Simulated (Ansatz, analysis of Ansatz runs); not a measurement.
**Li2SnF6 (P-31m), V_F hop (2.8 Å): does the barrier depend on the cell? (q = +1)**

Aim: the barrier of one jump in Li2SnF6 (P-31m) (V_F hop (2.8 Å), charge +1) in cells of several sizes and samplings, and what each costs. The smallest model is a cell of 36 host atoms with 1 F taken out.

Method: plane-wave PAW DFT, PBEsol; nudged elastic band between two relaxed defect structures at fixed charge in a uniform background, in Ansatz 0.2.0.

## 1. The structure

The cell holds 35 atoms: 8 Li, 4 Sn and 23 F. Its edges and angles: a = 9.733 Å, b = 9.733 Å, c = 6.743 Å, α = 108.5°, β = 108.5°, γ = 124.1°. It derives from Li2SnF6 (space group P-31m). Nearest the centre at fractional (0.414, 0.333, 0.246): F34 at 1.31 Å, Li7 at 1.61 Å, F19 at 2.20 Å, F25 at 2.36 Å, F21 at 2.39 Å, F28 at 2.49 Å, Li1 at 2.51 Å, Sn12 at 2.66 Å. The cell carries charge +1.

The cell's shortest repeat is 6.7 Å.

## 2. The band in the smallest cell

In each cell both ends are relaxed first and a climbing-image band joins them. Strain fields of neighbouring copies, and their charges if any, can act otherwise on the top of the path than on its ends, so the barrier may drift with size.

Input file qp1_c36k1s.neb/input.yaml:

```yaml
crystal:
  lattice:
    - [-7.44450285, 4.29808567, 4.5647028]
    - [7.44450285, -4.29808567, 4.5647028]
    - [2.48150092, 4.29808573, -4.5647028]
  atoms:
    - { symbol: Li, position: [0.42239559, 0.08535924, 0.00047944] }
    - { symbol: Li, position: [0.41248917, 0.60627211, 0.50642896] }
    - { symbol: Li, position: [0.92216312, 0.08905642, 0.50189204] }
    - { symbol: Li, position: [0.92007295, 0.58134757, 0.01120847] }
    - { symbol: Li, position: [0.08512079, 0.42262492, 0.0005065] }
    - { symbol: Li, position: [0.08882555, 0.92238507, 0.50189416] }
    - { symbol: Li, position: [0.60605277, 0.41270598, 0.50641708] }
    - { symbol: Li, position: [0.58108411, 0.92026713, 0.01119917] }
    - { symbol: Sn, position: [-0.05429811, -0.05406494, -0.06341422] }
    - { symbol: Sn, position: [0.00492826, 0.50413107, 0.50553029] }
    - { symbol: Sn, position: [0.50390755, 0.00515622, 0.50553793] }
    - { symbol: Sn, position: [0.4999575, 0.50019106, 0.00385835] }
    - { symbol: F, position: [0.29412885, 0.79388962, 0.82971613] }
    - { symbol: F, position: [0.79365367, 0.29436386, 0.82973459] }
    - { symbol: F, position: [0.78983789, 0.79006757, 0.33455388] }
    - { symbol: F, position: [0.21335934, 0.21358768, 0.66573116] }
    - { symbol: F, position: [0.21499161, 0.71452289, 0.1833378] }
    - { symbol: F, position: [0.71429141, 0.21521699, 0.1833378] }
    - { symbol: F, position: [0.66278423, 0.66300874, 0.62211184] }
    - { symbol: F, position: [0.12853859, 0.46334506, 0.33878469] }
    - { symbol: F, position: [0.12440821, 0.96907248, 0.84446805] }
    - { symbol: F, position: [0.63040234, 0.46981559, 0.84183811] }
    - { symbol: F, position: [0.63041788, 0.96582858, 0.34395022] }
    - { symbol: F, position: [0.37543655, 0.04031292, 0.66597941] }
    - { symbol: F, position: [0.36537376, 0.52545617, 0.16137815] }
    - { symbol: F, position: [0.88154941, 0.03861489, 0.15881926] }
    - { symbol: F, position: [0.88539224, 0.54937263, 0.67780396] }
    - { symbol: F, position: [0.46313898, 0.12876552, 0.33878063] }
    - { symbol: F, position: [0.46955537, 0.63062498, 0.84183875] }
    - { symbol: F, position: [0.96885525, 0.12465593, 0.84448956] }
    - { symbol: F, position: [0.96560549, 0.63064246, 0.34393696] }
    - { symbol: F, position: [0.04008153, 0.3756689, 0.66599134] }
    - { symbol: F, position: [0.0384196, 0.88180767, 0.15883124] }
    - { symbol: F, position: [0.52521496, 0.3655928, 0.16135728] }
    - { symbol: F, position: [0.54913873, 0.88561664, 0.67780945] }
total_charge: 1
basis:
  ecutwfc: 420
  xc_grid: 2
hamiltonian:
  xc: pbesol
kpoints:
  mp_grid: { grid: [1, 1, 1], shift: [0.25, 0.25, 0.25] }
scf:
  occupations: { method: fixed }
  max_iter: 150
output:
  forces: true
neb:
  images: 3
  f_tol: 0.04
  climbing: true
  initial_path: idpp
  max_iterations: 45
  order_check: false
  final_atoms:
    - { symbol: Li, position: [0.40327871, 0.05195354, -0.00467228] }
    - { symbol: Li, position: [0.42572266, 0.59449016, 0.49575483] }
[... 4 atom lines left out ...]
    - { symbol: Li, position: [0.59210927, 0.41756402, 0.54473192] }
[... 1 atom line left out ...]
    - { symbol: Sn, position: [0.01018097, 0.00539326, 0.01131651] }
[... 2 atom lines left out ...]
    - { symbol: Sn, position: [0.49637006, 0.52558611, -0.01698445] }
[... 3 atom lines left out ...]
    - { symbol: F, position: [0.22627684, 0.22309192, 0.69655357] }
[... 2 atom lines left out ...]
    - { symbol: F, position: [0.72071391, 0.71015947, 0.6869478] }
[... 1 atom line left out ...]
    - { symbol: F, position: [0.14773612, 0.98297085, 0.85712128] }
[... 3 atom lines left out ...]
    - { symbol: F, position: [0.37739186, 0.53427955, 0.16447967] }
[... 2 atom lines left out ...]
    - { symbol: F, position: [0.46638727, 0.13144228, 0.34424555] }
[... 1 atom line left out ...]
    - { symbol: F, position: [0.96840019, 0.12702976, 0.84388898] }
[... 3 atom lines left out ...]
    - { symbol: F, position: [0.30554577, 0.29827571, 0.33509007] }
    - { symbol: F, position: [0.54635713, 0.87968631, 0.66780833] }
```

Launch:

```bash
> ansatz run input.yaml --threads 8 --pin off --max-ram 14131MiB --backend cpu --events-out ev --progress --plain --runs-dir out
```

Output:

```text
Warning: neb: disabling space-group detection — the band's intermediate images generally break the endpoint symmetry, so the full k-mesh is solved, and no spatial operation symmetrises the density, except that a semilocal band can use its path's symmetry [...]
Engine: ansatz 0.2.0, aarch64-unknown-linux-gnu
Pseudopotentials: kind: paw
Pseudopotential: Li, paw, valence charge 3, recommended cutoff 420 eV (normal), Li.paw.azcp
Pseudopotential: Sn, paw, valence charge 14, recommended cutoff 420 eV (normal), Sn.paw.azcp
Pseudopotential: F, paw, valence charge 7, recommended cutoff 420 eV (normal), F.paw.azcp
Functional definition: PBEsol
  exchange = pbesol_x
  correlation = pbesol_c
parallel-image band execution: 3 concurrent image workers
NEB image 0
Crystal: 35 atoms, lattice volume = 389.486 Å³
Basis set: ecut = 420 eV, 7631 PW (Γ), exchange–correlation on 144×144×96 points (8 copies of the dense FFT grid, shifted against one another)
Bands: 155, of which v1, the nominal top of the filled ones, is band 120 counted from 1 (119 counted from 0)
Symmetry: 1 space group operations
k-points: 1
Non-local potential: Li, projectors of the file, l = 0: 3, l = 1: 2, l = 2: 1
Non-local potential: Sn, projectors of the file, l = 0: 2, l = 1: 2, l = 2: 2, l = 3: 2
Non-local potential: F, projectors of the file, l = 0: 2, l = 1: 2, l = 2: 1
PAW form: soft (Blöchl's): semilocal exchange-correlation on the pseudo side does not see the compensation charge
PAW frozen core: Sn, regenerated for the run's functional, and the local potential with it (the file was generated under x = pbe(κ = 0.804, μ = 0.219515), c = pbe(β = 0.066725))
PAW frozen core: F, regenerated for the run's functional, and the local potential with it (the file was generated under x = pbe(κ = 0.804, μ = 0.219515), c = pbe(β = 0.066725))
PAW one-centre angular grid: Li, 110 points (default); XC on 64 Gauss nodes
PAW one-centre angular grid: Sn, 590 points (default); XC on 64 Gauss nodes
PAW one-centre angular grid: F, 110 points (default); XC on 64 Gauss nodes
Initial density: superposition of atomic densities (neutral atoms scaled as one to the charged cell's electrons: chi_scale 0, normalization atom), corrected by the library's trained network
Initial wavefunctions: pseudopotential atomic-orbital guess
Functional: x = pbesol(κ = 0.804, μ = 0.123457), c = pbesol(β = 0.046)
SCF iter   1: F=—  HF=-43869.251246 eV  |F-HF|=—  |Δ(HF+E_count)|=         —  Δρ=6.58e-3  dr2=1.58e-1  ethr=1.77e-3  ⟨swp⟩=4.0  Hψ=540  notcnv=0  defer=32
preconditioner: auto → Resta (q_TF=auto, 2.517 Å⁻¹)  ε∞=2.9  [insulator: Δε(μ)=4.989 eV  Ē_g=20.529 eV  n_scr=102 (ndim 8)  ℏωp=28.2 eV  f_vac=0.071  ε∞_Penn≈2.9]
[...]
[... 4 atoms left out ...]
  atom   7  Li    -0.00176425    -0.00148252    -0.00302416
  [... 1 atom left out ...]
  atom   9  Sn    -0.00625408    -0.00629698    -0.01534414
  [... 2 atoms left out ...]
  atom  12  Sn    -0.00289045     0.00868068     0.00240906
  [... 6 atoms left out ...]
  atom  19  F      0.01059013     0.00069278     0.00512585
  [... 1 atom left out ...]
  atom  21  F     -0.00291828    -0.00430991    -0.00149379
  [... 3 atoms left out ...]
  atom  25  F     -0.00149157     0.00106224     0.00055440
  [... 2 atoms left out ...]
  atom  28  F     -0.00252985    -0.00033672    -0.00204514
  [... 5 atoms left out ...]
  atom  34  F     -0.00042908    -0.00175933    -0.00236557
  [... 1 atom left out ...]
  max |Σ_I F_I| component: 1.85e-4 eV/Å
--- Band table (eV) ---
  k-point 0: bands = ["-38.5394", "-38.4854", "-38.4049", "-38.3928", [... 147 left out ...] "16.7734", "16.9842", "17.0568", "17.1309"]
this run last wrote the band of iteration 8 to <dir>
--- NEB band (5 images, 8 band iterations, 206 SCF iterations) ---
  forward barrier  = 0.847777 eV
  backward barrier = 0.827488 eV
  climbing image's point = of an order that was not read
  energies are F+E_penalty+E_count in eV, relative to image 0
  image     s (Å)  Δ vs image 0  max|band force component| (eV/Å)
      0    0.0000      0.000000                                 —
      1    0.8466      0.310150                          1.261e-2
  *   2    1.6932      0.847777                          1.527e-2
      3    2.5204      0.322015                          2.253e-2
      4    3.3476      0.020289                                 —
  climbing-image geometry (image 2):
  cell:  # Å, volume = 389.4861 Å³
    - [-7.44450285, 4.29808567, 4.5647028]
    - [7.44450285, -4.29808567, 4.5647028]
    - [2.48150092, 4.29808573, -4.5647028]
  atoms:
    - { symbol: Li, position: [0.404117, 0.057069, -0.004198] }
    - { symbol: Li, position: [0.435168, 0.615998, 0.517604] }
    - { symbol: Li, position: [0.918876, 0.087601, 0.498007] }
    - { symbol: Li, position: [0.923863, 0.584691, 0.011576] }
    - { symbol: Li, position: [0.077925, 0.420545, 0.004579] }
    - { symbol: Li, position: [0.089580, 0.912734, 0.491582] }
    - { symbol: Li, position: [0.599326, 0.423423, 0.536888] }
    - { symbol: Li, position: [0.582208, 0.919776, 0.004585] }
    - { symbol: Sn, position: [0.010378, -0.003820, -0.023928] }
    - { symbol: Sn, position: [0.000623, 0.497613, 0.501417] }
    - { symbol: Sn, position: [0.505104, 0.005520, 0.508841] }
    - { symbol: Sn, position: [0.480437, 0.500508, 0.009795] }
    - { symbol: F, position: [0.291020, 0.784583, 0.830598] }
    - { symbol: F, position: [0.793717, 0.296033, 0.833556] }
    - { symbol: F, position: [0.775914, 0.773062, 0.334724] }
    - { symbol: F, position: [0.209470, 0.207917, 0.680167] }
    - { symbol: F, position: [0.213575, 0.718750, 0.185468] }
    - { symbol: F, position: [0.707989, 0.210380, 0.176830] }
    - { symbol: F, position: [0.712050, 0.706868, 0.679491] }
    - { symbol: F, position: [0.134172, 0.468875, 0.344873] }
[...]
- { symbol: F, position: [0.038616, 0.371953, 0.664582] }
    - { symbol: F, position: [0.061130, 0.894945, 0.171381] }
    - { symbol: F, position: [0.377646, 0.315107, 0.190897] }
    - { symbol: F, position: [0.553024, 0.889437, 0.683596] }
[key lines of the parts left out:]
SCF converged after 6 iterations
Free energy (F): -43868.344508 eV
Fermi energy:    1.762569 eV
```

Wall time 46 s (8 threads of Arm Neoverse V2, shared host); peak memory 1.3 GiB; 4.5 min of CPU time.

Images along the path:

| image | path (Å) | energy (eV) | F34: x, y, z (Å) |
| --- | --- | --- | --- |
| 0 | 0.000 | 0.0000 | -0.788, 1.380, 3.330 |
| 1 | 0.847 | 0.3101 | -0.387, 1.198, 2.879 |
| 2 | 1.693 | 0.8478 | 0.008, 1.089, 2.291 |
| 3 | 2.520 | 0.3220 | 0.373, 1.244, 1.693 |
| 4 | 3.348 | 0.0203 | 0.777, 1.471, 1.227 |

## 3. The series

The other cells are run alike, on 8 threads of Arm Neoverse V2, shared host.

| host atoms | shortest repeat (Å) | k-points | forward (eV) | backward (eV) | hop length (Å) | iterations | time of the band | peak memory (GiB) |
| --- | --- | --- | --- | --- | --- | --- | --- | --- |
| 36 | 6.7 | one point at (¼, ¼, ¼) | 0.848 | 0.828 | 2.62 | 8 | 46 s | 1.3 |
| 54 | 8.6 | one point at (¼, ¼, ¼) | 0.820 | 0.823 | 2.59 | 8 | 1.8 min | 2.2 |
| 108 | 9.9 | one point at (¼, ¼, ¼) | 0.787 | 0.787 | 2.53 | 8 | 9.2 min | 7.3 |

Energies along each band (eV from the start):

| host atoms | k-points | energies |
| --- | --- | --- |
| 36 | one point at (¼, ¼, ¼) | 0.000, 0.310, 0.848, 0.322, 0.020 |
| 54 | one point at (¼, ¼, ¼) | 0.000, 0.278, 0.820, 0.279, -0.003 |
| 108 | one point at (¼, ¼, ¼) | 0.000, 0.286, 0.787, 0.288, 0.000 |

## 4. Results

| Property | Result |
| --- | --- |
| barrier, 36 atoms, one point at (¼, ¼, ¼) | 0.848 eV |
| barrier, 54 atoms, one point at (¼, ¼, ¼) | 0.820 eV |
| barrier, 108 atoms, one point at (¼, ¼, ¼) | 0.787 eV |

**Reading.** The largest cell gives a barrier of 0.79 eV and the first set-up 0.85 eV; over the series the values spread by 0.06 eV. The last two differ by 0.033 eV, so the series has not settled. From 54 atoms on it stays within 0.05 eV of the last value, at 19 % of the last band's time. The time of one iteration grows about as the number of atoms to the power 2.3, on shared hosts. No image-charge correction is applied. The order of the top as a saddle was not checked for all atoms, so a bent path could be lower. Keep in mind: one k-point off the zone centre stands for the whole zone; spin–orbit coupling, which can matter with heavy atoms, is left out.

[Long decimals in the printed logs are rounded to 6 places.]

[Repeated set-up lines and some long k-point lines are left out of the logs, and relaxed atomic positions are cut to six decimals.]

[Logs are printed without paths, hosts, clocks, repeated set-up lines and the standing remarks that a program may print on its own settings, such as how far it seeks lower states.]

[Hosts, paths, dates, database ids (printed as entryN), source tags and the programs' standing remarks are cut or masked in the printed files.]
